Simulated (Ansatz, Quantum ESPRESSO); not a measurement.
# Screening and band shifts of Ti2CO2 MXene, 1 layer, part 6 of 6

Aim: how Ti2CO2 MXene, 1 layer screens a field along its normal, and what the field does to its bands.

Quantum ESPRESSO 7.5; plane-wave DFT, LDA, GBRV ultrasoft pseudopotentials; geometry and cross-check by Ansatz 0.2.0 with PAW datasets.

So far. Step 14 (Density by pp.x): The density integrates to 40.000 electrons, as the 40 of the input ask. Step 19 (The same in Ansatz: field 0.1 V/Å): At 0.1 V/Å Ansatz's dipole is 0.0238 e Å against 0.0238 from pw.x, under another functional.

## Step 22: Ground state, with K_POINTS = [8, 8, 1] and eopreg = 0.02

A sensitivity test on the input.

Level of this step: plane-wave DFT, LDA, GBRV ultrasoft pseudopotentials (Quantum ESPRESSO 7.5).

Input file f1.w0.in:

```
&control
  prefix = 'f1.w0'
  outdir = './out'
  pseudo_dir = './pseudo'
  calculation = 'scf'
  tprnfor = .true.
  tefield = .true.
  dipfield = .true.
/
&system
  ibrav = 0
  nat = 5
  ntyp = 3
  ecutwfc = 40
  ecutrho = 200
  occupations = 'smearing'
  smearing = 'fd'
  degauss = 0.004
  edir = 3
  emaxpos = 0.97
  eopreg = 0.02
  eamp = 0.00194469
/
&electrons
  conv_thr = 1e-09
  mixing_beta = 0.4
  electron_maxstep = 120
  mixing_mode = 'plain'
/
ATOMIC_SPECIES
  O   15.9990  o_lda_v1.2.uspp.F.UPF
  Ti  47.8670  ti_lda_v1.4.uspp.F.UPF
  C   12.0110  c_lda_v1.2.uspp.F.UPF
CELL_PARAMETERS angstrom
  3.02910534492148 0.00000000000000 -0.00000000000000
  -1.51455267246074 2.62328217944123 -0.00000000000000
  -0.00000000000000 -0.00000000000000 21.64306022550000
ATOMIC_POSITIONS crystal
  O   0.333333333333 0.666666666667 0.397718944039
  Ti  0.666666666667 0.333333333333 0.439608950155
  C   -0.000000000000 -0.000000000000 0.499999988805
  Ti  0.333333333333 0.666666666667 0.560391051729
  O   0.666666666667 0.333333333333 0.602281065271
K_POINTS automatic
  8 8 1 0 0 0
```

Started as:

```console
> OMP_NUM_THREADS=1 mpirun -n 4 pw.x -nk 4 -in f1.w0.in > f1.w0.out
```

The program printed:

```text
[banner, memory and clock lines left out]
Program PWSCF v.7.5 starts
[citation notice left out]

[...]
bravais-lattice index     =            0
     lattice parameter (alat)  =       5.7242  a.u.
     unit-cell volume          =    1160.5789 (a.u.)^3
     number of atoms/cell      =            5
     number of atomic types    =            3
     number of electrons       =        40.00
     number of Kohn-Sham states=           24
     kinetic-energy cutoff     =      40.0000  Ry
     charge density cutoff     =     200.0000  Ry
     scf convergence threshold =      1.0E-09
     mixing beta               =       0.4000
     number of iterations used =            8  plain     mixing
     Exchange-correlation= SLA  PZ   NOGX NOGC
                           (   1   1   0   0   0   0   0)

[...]
PseudoPot. # 1 for O  read from file:
     ./pseudo/o_lda_v1.2.uspp.F.UPF
     Pseudo is Ultrasoft + core correction, Zval =  6.0
     Generated by new atomic code, or converted to UPF format
     Using radial grid of  737 points,  5 beta functions with:
                l(1) =   0
                l(2) =   0
                l(3) =   1
                l(4) =   1
                l(5) =   2
     Q(r) pseudized with  8 coefficients,  rinner =    0.900   0.900   0.900
                                                       0.900   0.900

     PseudoPot. # 2 for Ti read from file:
     ./pseudo/ti_lda_v1.4.uspp.F.UPF
     Pseudo is Ultrasoft + core correction, Zval = 12.0
     Generated by new atomic code, or converted to UPF format
     Using radial grid of  851 points,  6 beta functions with:
                l(1) =   0
                l(2) =   0
                l(3) =   1
                l(4) =   1
                l(5) =   2
                l(6) =   2
     Q(r) pseudized with  6 coefficients,  rinner =    1.000   1.000   1.000
                                                       1.000   1.000

     PseudoPot. # 3 for C  read from file:
     ./pseudo/c_lda_v1.2.uspp.F.UPF
     Pseudo is Ultrasoft + core correction, Zval =  4.0
     Generated by new atomic code, or converted to UPF format
     Using radial grid of  721 points,  4 beta functions with:
                l(1) =   0
                l(2) =   0
                l(3) =   1
                l(4) =   1
     Q(r) pseudized with  8 coefficients,  rinner =    1.100   1.100   1.100

     atomic species   valence    mass     pseudopotential
     O                 6.00    15.99900     O ( 1.00)
     Ti               12.00    47.86700     Ti( 1.00)
     C                 4.00    12.01100     C ( 1.00)

     No symmetry found

[...]
number of k points=    34  Fermi-Dirac smearing, width (Ry)=  0.0040
[...]
Dense  grid:    55355 G-vectors     FFT dimensions: (  25,  25, 192)

     Smooth grid:    39801 G-vectors     FFT dimensions: (  24,  24, 180)

     Check: negative core charge=   -0.000003

     Initial potential from superposition of free atoms

     starting charge      37.9999, renormalised to      40.0000

     negative rho (up, down):  3.729E-03 0.000E+00

     Adding external electric field

     Computed dipole along edir(3) :
        Dipole                0.0000 Ry au,          0.0000 Debye
        Dipole field          0.0000 Ry au,

        E field amplitude [Ha a.u.]:  1.9447E-03
        Potential amp.        0.1559 Ry
        Total length         40.0815 bohr

     Starting wfcs are   32 randomized atomic wfcs

     per-process dynamical memory:    57.3 Mb

     Self-consistent Calculation

     iteration #  1     ecut=    40.00 Ry     beta= 0.40
     Davidson diagonalization with overlap
     ethr =  1.00E-02,  avg # of iterations =  3.0

     negative rho (up, down):  3.609E-03 0.000E+00

     Adding external electric field

     Computed dipole along edir(3) :
        Dipole                0.0995 Ry au,          0.2529 Debye
        Dipole field          0.0011 Ry au,

        E field amplitude [Ha a.u.]:  1.9447E-03
        Potential amp.        0.0695 Ry
        Total length         40.0815 bohr

     total energy              =    -314.35628599 Ry
     estimated scf accuracy    <       2.08887235 Ry

     iteration #  2     ecut=    40.00 Ry     beta= 0.40
[...]
negative rho (up, down):  3.710E-03 0.000E+00

[...]
Dipole               -0.1723 Ry au,         -0.4381 Debye
[...]
E field amplitude [Ha a.u.]:  1.9447E-03
[...]
total energy              =    -314.73104316 Ry
     estimated scf accuracy    <       1.76823708 Ry

     iteration #  3     ecut=    40.00 Ry     beta= 0.40
[...]
negative rho (up, down):  3.744E-03 0.000E+00

[...]
Dipole                0.0716 Ry au,          0.1820 Debye
[...]
E field amplitude [Ha a.u.]:  1.9447E-03
[...]
total energy              =    -315.00215939 Ry
     estimated scf accuracy    <       0.67628182 Ry

     iteration #  4     ecut=    40.00 Ry     beta= 0.40
[...]
negative rho (up, down):  3.766E-03 0.000E+00

[...]
Dipole                0.0350 Ry au,          0.0890 Debye
[...]
E field amplitude [Ha a.u.]:  1.9447E-03
[...]
total energy              =    -315.05677890 Ry
     estimated scf accuracy    <       0.05527493 Ry

     iteration #  5     ecut=    40.00 Ry     beta= 0.40
[...]
negative rho (up, down):  3.814E-03 0.000E+00

[...]
Dipole                0.0582 Ry au,          0.1480 Debye
[...]
E field amplitude [Ha a.u.]:  1.9447E-03
[...]
total energy              =    -315.05101438 Ry
     estimated scf accuracy    <       0.02465652 Ry

     iteration #  6     ecut=    40.00 Ry     beta= 0.40
[...]
negative rho (up, down):  3.841E-03 0.000E+00

[...]
Dipole                0.0468 Ry au,          0.1190 Debye
[...]
E field amplitude [Ha a.u.]:  1.9447E-03
[...]
total energy              =    -315.05624196 Ry
     estimated scf accuracy    <       0.01607071 Ry

[...]
iteration # 12     ecut=    40.00 Ry     beta= 0.40
[...]
negative rho (up, down):  3.869E-03 0.000E+00

[...]
Dipole                0.0451 Ry au,          0.1145 Debye
[...]
E field amplitude [Ha a.u.]:  1.9447E-03
[...]
total energy              =    -315.05867281 Ry
     estimated scf accuracy    <       0.00000124 Ry

     iteration # 13     ecut=    40.00 Ry     beta= 0.40
[...]
negative rho (up, down):  3.870E-03 0.000E+00

[...]
Dipole                0.0451 Ry au,          0.1145 Debye
[...]
E field amplitude [Ha a.u.]:  1.9447E-03
[...]
total energy              =    -315.05867302 Ry
     estimated scf accuracy    <       0.00000002 Ry

     iteration # 14     ecut=    40.00 Ry     beta= 0.40
[...]
negative rho (up, down):  3.870E-03 0.000E+00

[...]
Dipole                0.0451 Ry au,          0.1146 Debye
[...]
E field amplitude [Ha a.u.]:  1.9447E-03
[...]
total energy              =    -315.05867302 Ry
     estimated scf accuracy    <          3.3E-09 Ry

     iteration # 15     ecut=    40.00 Ry     beta= 0.40
[...]
negative rho (up, down):  3.871E-03 0.000E+00

[...]
Dipole                0.0450 Ry au,          0.1145 Debye
[...]
E field amplitude [Ha a.u.]:  1.9447E-03
[...]
End of self-consistent calculation

          k = 0.0000 0.0000 0.0000 (  4919 PWs)   bands (ev):

   -57.7418 -57.7128 -34.4134 -34.2150 -34.1034 -34.1034 -34.0842 -34.0842
   -19.1879 -19.0954 -11.4939  -6.5337  -5.6925  -5.6925  -5.3424  -5.3424
    -5.1515  -1.7626  -0.6374  -0.6374  -0.0663  -0.0663   0.7468   0.7469

          k = 0.0000 0.1443 0.0000 (  4958 PWs)   bands (ev):

   -57.7317 -57.7044 -34.3918 -34.2361 -34.1641 -34.1458 -34.1211 -34.0967
   -19.0920 -19.0178 -11.4155  -6.3718  -5.8536  -5.6360  -5.5715  -5.2676
    -4.8131  -1.9748  -1.5751  -1.4267   0.0682   0.5748   0.8005   0.9600

[...]
the Fermi energy is    -0.5264 ev

!    total energy              =    -315.05867303 Ry
     estimated scf accuracy    <          7.7E-10 Ry
     smearing contrib. (-TS)   =      -0.00021857 Ry
     internal energy E=F+TS    =    -315.05845445 Ry

     The total energy is F=E-TS. E is the sum of the following terms:
     one-electron contribution =   -2719.85615999 Ry
     hartree contribution      =    1360.51094645 Ry
     xc contribution           =     -53.60993504 Ry
     ewald contribution        =    1097.89684738 Ry
     electric field correction =      -0.00015324 Ry

     convergence has been achieved in  15 iterations

     negative rho (up, down):  3.871E-03 0.000E+00

     Forces acting on atoms (cartesian axes, Ry/au):

     atom    1 type  1   force =    -0.00000001    0.00000004    0.02465011
     atom    2 type  2   force =     0.00000002   -0.00000006   -0.00073678
     atom    3 type  3   force =     0.00000003    0.00000003   -0.00089942
     atom    4 type  2   force =    -0.00000000    0.00000004    0.00413713
     atom    5 type  1   force =    -0.00000004   -0.00000005   -0.02715104

     Total force =     0.036923     Total SCF correction =     0.000160

[...]
```

Run time: 30 s. Hardware: 4 MPI ranks of Arm Neoverse V2, shared host; peak memory 0.44 GiB.

The changed values were drawn from a wide range, not chosen for quality; the comparison shows what they did here together.

Beside the run it was changed from:

```
                     quantity   this run  unchanged run  difference
dipole along the normal (e·Å)    0.02384        0.02384           0
             free energy (eV)  -4286.592      -4286.598      0.0060
                wall time (s)         30             55            
               SCF iterations         15             13
```

The free energy moves by +1.2 meV an atom.

This run starts from superposed atoms, the unchanged one from a saved density, so their iteration counts don't compare.

The physical values in this table stay within 0.05 %.

## Step 23: The arithmetic

α = Δp/E = (0.02384 − (0.00002)) e Å / 0.1 V/Å = 0.2382 e Å²/V; times e/(4πε₀) = 14.40 V Å this is 3.430 Å³. With A = 7.946 Å², 4πα/A = 5.424 Å.

## Step 24: What came out

| Item | Value |
| --- | --- |
| polarisability along the normal, a cell | 3.43 Å³ |
| sheet polarisability 4πα/A | 5.42 Å |
| dipole without a field | 0 e·Å |
| Kohn-Sham ionisation potential, upper face | 6.16 eV |
| gap along the path at 0 V/Å | 0.27 eV |
| gap along the path at 0.2 V/Å | 0.27 eV |
| gap along the path at 0.3 V/Å | 0.27 eV |

**Reading.** The sheet answers a field with a polarisability of 3.43 Å³ a cell, or 4πα/A = 5.42 Å (LDA, GBRV ultrasoft). In pw.x the dipole follows the field linearly over the range tried. A perfect conductor 5.42 Å thick would screen alike; the outer atoms lie 4.43 Å apart. At 0.1 V/Å the sheet takes 0.542 eV off the potential drop. At 0.2 V/Å the gap along the path is unchanged within 0.01 eV. Quantum ESPRESSO and Ansatz give 3.430 and 3.431 Å³ for the polarisability (pw.x from 0 and 0.1 V/Å, Ansatz from ±0.1 V/Å, under PBE), which agree. The ions stay at their zero-field places, so this is the electrons' response alone. Semilocal gaps are too small, and in strong fields empty levels can belong to the vacuum. The runs have no spin polarisation, although Ti can carry a moment.

[Logs are printed without paths, hosts, clocks, repeated set-up lines and the standing remarks that a program may print on its own settings, such as how far it seeks lower states.]

[Hosts, paths, dates, database ids (printed as entryN), source tags and the programs' standing remarks are cut or masked in the printed files.]

[Maps of the electrostatic potential energy from Ansatz leave out the sawtooth potential of an applied field or a dipole correction, so their vacuum need not be flat; planar profiles and work functions include it.]
